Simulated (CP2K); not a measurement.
The O K edge of 3-nitrosopyridine was computed by TDDFT (CP2K XAS_TDP, aug-cc-pVDZ, TDA) at these levels: PBEh(45%), PBEh(45%) + GW2X and PBEh(60%). The first three lines of O1 (bonded to N) with a strength over 0.0015, energy in eV and strength:

```
run           first          second           third
  1  530.43 (0.050)  539.60 (0.002)  539.75 (0.002)
  2  525.60 (0.050)  534.77 (0.002)  534.92 (0.002)
  3  531.08 (0.056)  541.11 (0.016)  541.25 (0.010)
```

Question: Which run is which?

Run 1: PBEh(45%) + GW2X (45 % exact exchange). Run 2: PBEh(45%) (45 % exact exchange). Run 3: PBEh(60%) (60 % exact exchange). Self-interaction lifts the core level, so the uncorrected lines rise with the share of exact exchange. The GW2X run keeps the spacings of its parent: 9.17 eV between the first two lines in run 1, 9.17 eV in run 2. Its shift is +4.83 eV, since the Kohn–Sham level at this share of exchange lies that far above the quasiparticle level.

[Banner, clock and machine lines of the logs are left out without a mark of their own.]

[Logs are printed without paths, hosts, clocks, repeated set-up lines and the standing remarks that a program may print on its own settings, such as how far it seeks lower states.]

[Hosts, paths, dates, database ids (printed as entryN), source tags and the programs' standing remarks are cut or masked in the printed files.]
